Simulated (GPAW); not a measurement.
# Optical response of Rb, part 2 of 2

Aim: the dielectric function of Rb, and the optical constants that follow from it. The cell comes from an older database entry, whose edges can differ from later determinations, mostly by under a per cent.

GPAW 26.7.0; DFT, PBE, plane-wave PAW (GPAW data sets), scalar-relativistic, RPA, optical limit.

So far. Step 2 (Ground state): There are states at the Fermi level within the smearing, so the occupations stay smeared and the carriers get a Drude term.

The database entry behind the starting cell lists a temperature near 78 K, so it need not match the best structure at ambient conditions.

## Step 4: Dielectric function, RPA (continued)

Some rows of df_x.csv (energy; Re and Im without local fields; Re and Im with them):

```text
0.000000, 4676.442064, 0.000000, 4676.307499, 0.000000
0.429336, -58.871555, 14.466535, -59.008239, 14.464408
0.878195, -13.026015, 2.234962, -13.165852, 2.221867
1.347938, -4.390127, 1.232998, -4.535259, 1.195714
1.840057, -2.047761, 0.638890, -2.168655, 0.615662
2.356191, -0.903939, 0.390538, -1.011713, 0.373479
2.898142, -0.179899, 0.244872, -0.284098, 0.232174
3.467895, 0.306202, 0.199730, 0.201433, 0.188632
4.067647, 0.620867, 0.125232, 0.513580, 0.118672
4.699832, 0.818871, 0.229860, 0.710596, 0.233882
5.367152, 0.955941, 0.178703, 0.833478, 0.170906
6.072622, 1.001553, 0.127764, 0.890535, 0.130216
6.819608, 0.997715, 0.151539, 0.885103, 0.173004
7.611886, 1.077724, 0.091316, 0.942730, 0.139610
8.453705, 1.157451, 0.039698, 0.977451, 0.080512
9.349861, 1.244809, 0.025702, 1.033992, 0.053066
10.305790, 1.333833, 0.023479, 1.098596, 0.033246
11.327680, 1.436203, 0.021578, 1.149878, 0.022680
12.422601, 1.628075, 0.044271, 1.250752, 0.032086
13.598673, 1.754162, 0.314017, 1.249200, 0.162514
```

The Im ε, E ∥ x has structure finer than the step of the table below, so its rows give means over 0.5 eV, whole bins alone (the curve runs from 0.305 to 14.0 eV). Peaks (eV: height): 1.45: 1.34, 13.25: 0.204.

Sum at mesh points, not converged in k. The Im ε, E ∥ x by photon energy; means over each step:

```csv
photon energy (eV),"Im ε, E ∥ x"
1.0,1.74
1.5,1.08
2.0,0.625
2.5,0.355
3.0,0.229
3.5,0.178
4.0,0.127
4.5,0.186
5.0,0.174
5.5,0.194
6.0,0.147
6.5,0.188
7.0,0.151
7.5,0.136
8.0,0.110
8.5,0.0795
9.0,0.0548
9.5,0.0503
10.0,0.0325
10.5,0.0371
11.0,0.0283
11.5,0.0232
12.0,0.0243
12.5,0.0368
13.0,0.127
13.5,0.176
```

Values under 1 per cm are given as 1; sum at mesh points, not converged in k. The absorption coefficient, E ∥ x by photon energy:

```csv
photon energy (eV),"absorption coefficient, E ∥ x (1/cm)"
0.5,3.4e5
1.0,3.2e5
1.5,3.0e5
2.0,2.7e5
2.5,2.2e5
3.0,1.4e5
3.5,64737
4.0,36336
4.5,51629
5.0,46198
5.5,59521
6.0,40429
6.5,68649
7.0,54186
7.5,53743
8.0,45667
8.5,34436
9.0,21902
9.5,23406
10.0,14593
10.5,19715
11.0,14040
11.5,11831
12.0,12616
12.5,19947
13.0,69526
13.5,1.0e5
```

The Im ε, E ∥ x has structure finer than the step of the table below, so its rows give means over 0.25 eV, whole bins alone (the curve runs from 0.305 to 14.0 eV). Peaks (eV: height): without local fields 1.451: 1.39; with local fields 1.451: 1.34, 13.254: 0.204.

Sum at mesh points, not converged in k. Table of Im ε, E ∥ x by photon energy; means over each step:

```csv
photon energy (eV),without local fields,with local fields
0.50,10.6,10.6
0.75,3.24,3.23
1.00,1.64,1.63
1.25,1.14,1.11
1.50,1.25,1.21
1.75,0.722,0.699
2.00,0.694,0.664
2.25,0.493,0.472
2.50,0.356,0.338
2.75,0.331,0.313
3.00,0.227,0.214
3.25,0.210,0.198
3.50,0.190,0.180
3.75,0.156,0.150
4.00,0.131,0.125
4.25,0.127,0.122
4.50,0.193,0.191
4.75,0.225,0.231
5.00,0.158,0.162
5.25,0.157,0.153
5.50,0.209,0.198
5.75,0.200,0.196
6.00,0.129,0.130
6.25,0.159,0.164
6.50,0.185,0.195
6.75,0.163,0.181
7.00,0.121,0.147
7.25,0.0993,0.133
7.50,0.0940,0.137
7.75,0.0799,0.131
8.00,0.0608,0.110
8.25,0.0450,0.0872
8.50,0.0388,0.0794
8.75,0.0332,0.0728
9.00,0.0257,0.0504
9.25,0.0261,0.0521
9.50,0.0253,0.0503
9.75,0.0225,0.0432
10.00,0.0202,0.0306
10.25,0.0229,0.0316
10.50,0.0256,0.0384
10.75,0.0245,0.0367
11.00,0.0222,0.0272
11.25,0.0216,0.0232
11.50,0.0228,0.0224
11.75,0.0256,0.0256
12.00,0.0291,0.0233
12.25,0.0365,0.0264
12.50,0.0509,0.0357
12.75,0.0922,0.0586
13.00,0.212,0.125
13.25,0.330,0.192
13.50,0.313,0.171
13.75,0.343,0.163
```

Sum at mesh points, not converged in k. Loss function −Im 1/ε at q → 0, E ∥ x against energy loss; read off at these points:

energy loss (eV), loss function −Im 1/ε at q → 0, E ∥ x and a bar:
```
     0.50       0.00 
     1.00       0.02 
     1.50       0.08 
     2.00       0.21 #
     2.50       0.53 ###
     3.00       3.19 ###################
     3.18       4.92 ##############################
     3.50       2.27 ##############
     4.00       0.51 ###
     4.50       0.35 ##
     5.00       0.30 ##
     5.50       0.26 ##
     6.00       0.16 #
     6.50       0.23 #
     7.00       0.17 #
     7.50       0.15 #
     8.00       0.12 #
     8.50       0.08 
     9.00       0.05 
     9.50       0.05 
    10.00       0.03 
    10.50       0.03 
    11.00       0.02 
    11.50       0.02 
    12.00       0.02 
    12.50       0.02 
    13.00       0.07 
    13.50       0.11 #
```

Sum at mesh points, not converged in k. Table of reflectivity at normal incidence, E ∥ x by photon energy; read off at these points:

photon energy (eV), reflectivity at normal incidence, E ∥ x (%) and a bar:
```
      0.5       94.0 ##############################
      1.0       91.3 #############################
      1.5       77.0 #########################
      2.0       68.5 ######################
      2.5       65.2 #####################
      3.0       46.4 ###############
      3.5       12.4 ####
      4.0        3.4 #
      4.5        1.0 
      5.0        1.0 
      5.5        0.4 
      6.0        0.2 
      6.5        0.3 
      7.0        0.2 
      7.5        0.1 
      8.0        0.1 
      8.5        0.0 
      9.0        0.0 
      9.5        0.0 
     10.0        0.0 
     10.5        0.1 
     11.0        0.1 
     11.5        0.1 
     12.0        0.2 
     12.5        0.3 
     13.0        0.6 
     13.5        0.4
```

From ε follow the optical constants at some laser and lamp lines:

```csv
wavelength (nm),n,k,R (%),1/α
1550,0.33,4.028,92.7,31 nm
1064,0.21,2.612,89.9,32 nm
800,0.30,1.933,78.1,33 nm
532,0.19,1.050,70.4,40 nm
450,0.23,0.693,53.7,52 nm
248,0.84,0.091,1.0,216 nm
193,0.97,0.099,0.3,155 nm
```

In reflection the computed colour is faintly yellow-green: x = 0.328, y = 0.357, luminous reflectivity 69 %.

## Step 5: Results

- centre of weight of the strongest loss peak in the window, first axis: 3.19 eV

In words: At this level (PBE, RPA) Rb is a metal. The mesh is too coarse to trust the carriers' weight, the reflectivity or the colour to better than tens of per cent. In reflection the computed colour is faintly yellow-green: x = 0.328, y = 0.357, luminous reflectivity 69 %. The carriers' damping of 0.05 eV is typed, not computed; it shapes the response at the lowest energies. GPAW's carrier term has the form −ωp²/(ω + i·rate)², which damps like twice the rate and fails at low energy, so the curves leave the lowest energies out. The sum runs over mesh points 0.14 Å⁻¹ apart with no interpolation, so peaks are partly noise of the mesh, and the Drude plasma energy, a sum over the Fermi surface, isn't converged.

[Machine, clock and banner lines and Python warnings are left out of the logs.]

[Logs are printed without paths, hosts, clocks, repeated set-up lines and the standing remarks that a program may print on its own settings, such as how far it seeks lower states.]

[Hosts, paths, dates, database ids (printed as entryN), source tags and the programs' standing remarks are cut or masked in the printed files.]
